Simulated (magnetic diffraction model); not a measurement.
## Moment size from magnetic intensity in DyTeC2

Space group Pnma (no. 62), a = 6.3160 Å, b = 3.7280 Å, c = 11.7610 Å.

```csv
site,atom,x,y,z
4c,Dy,0.9256,3/4,0.8640
4c,Te,0.5968,3/4,0.1070
4c,C,0.2737,3/4,0.9814
4c,C,0.8443,3/4,0.2459
```

The compound is invented for this exercise: a known structure type with other elements, its cell scaled to their sizes and not relaxed.

Only Dy is taken to order (form factors of Dy3+); orders and moment sizes are assumed, and not adapted to the symmetry. Radiation: neutrons of λ = 1.8 Å (absorption by Dy left out), 3° to 45°; isotropic B of 0.21 Å² (Dy), 0.28 Å² (Te) and 0.36 Å² (C). Simulated constant-wavelength pattern: nuclear and magnetic terms add, the magnetic one as |2.695 fm × Σ f S⊥ exp(2πi Q·r) exp(−B s²)|², summed over all Q at one angle with the factor 1/(sin²θ cos θ). For collinear order S is the moment m, which repeats by lattice and centring translations R with the sign exp(−2πi k·R). Free-ion form factors, Sears's scattering lengths of 1992, no absorption; a label names one of the reflections at its angle. The strongest nuclear line in the range is 100, and lines under 0.2 are left out.

In a first state the assumed order is k = (1/2 0 1/2), collinear moments along [111], 8.5 μB on Dy; signs + at (0.9256, 3/4, 0.8640), + at (0.4256, 3/4, 0.6360), − at (0.0744, 1/4, 0.1360), + at (0.5744, 1/4, 0.3640), with this pattern:

```
2θ (°)        index  nuclear  magnetic
  9.28  (1/2 0 1/2)      0.0     149.7
 15.53  (1/2 0 3/2)      0.0      30.9
 17.61      (0 0 2)      0.4       0.0
 18.62      (1 0 1)     14.5       0.0
 23.56  (1/2 0 5/2)      0.0      16.9
 24.14      (1 0 2)      2.0       0.0
 25.08  (3/2 0 1/2)      0.0      22.4
 28.08  (3/2 0 3/2)      0.0      13.0
 29.34      (0 1 1)      2.3       0.0
 29.50  (1/2 1 1/2)      0.0      42.3
 31.35      (1 0 3)     26.2       0.0
 32.12  (1/2 1 3/2)      0.0      31.6
 32.18  (1/2 0 7/2)      0.0       6.5
 33.12      (2 0 0)      0.9       0.0
 33.34  (3/2 0 5/2)      0.0      15.9
 33.79      (1 1 1)      0.5       0.0
```
(The table stops after 16 lines; 19 more lie at higher angle.)

**Question.** Nearer the ordering temperature the line at 9.28° has total intensity 108.0 on the same scale, and all moments have shrunk alike. How large is the Dy moment?

The nuclear part, 0.0, stays, so the magnetic part is 108.0 against 149.7. It goes as m², so m = 8.5 × √(108.0/149.7) = 7.22 μB; the value used was 7.22 μB.

[Logs are printed without paths, hosts, clocks, repeated set-up lines and the standing remarks that a program may print on its own settings, such as how far it seeks lower states.]
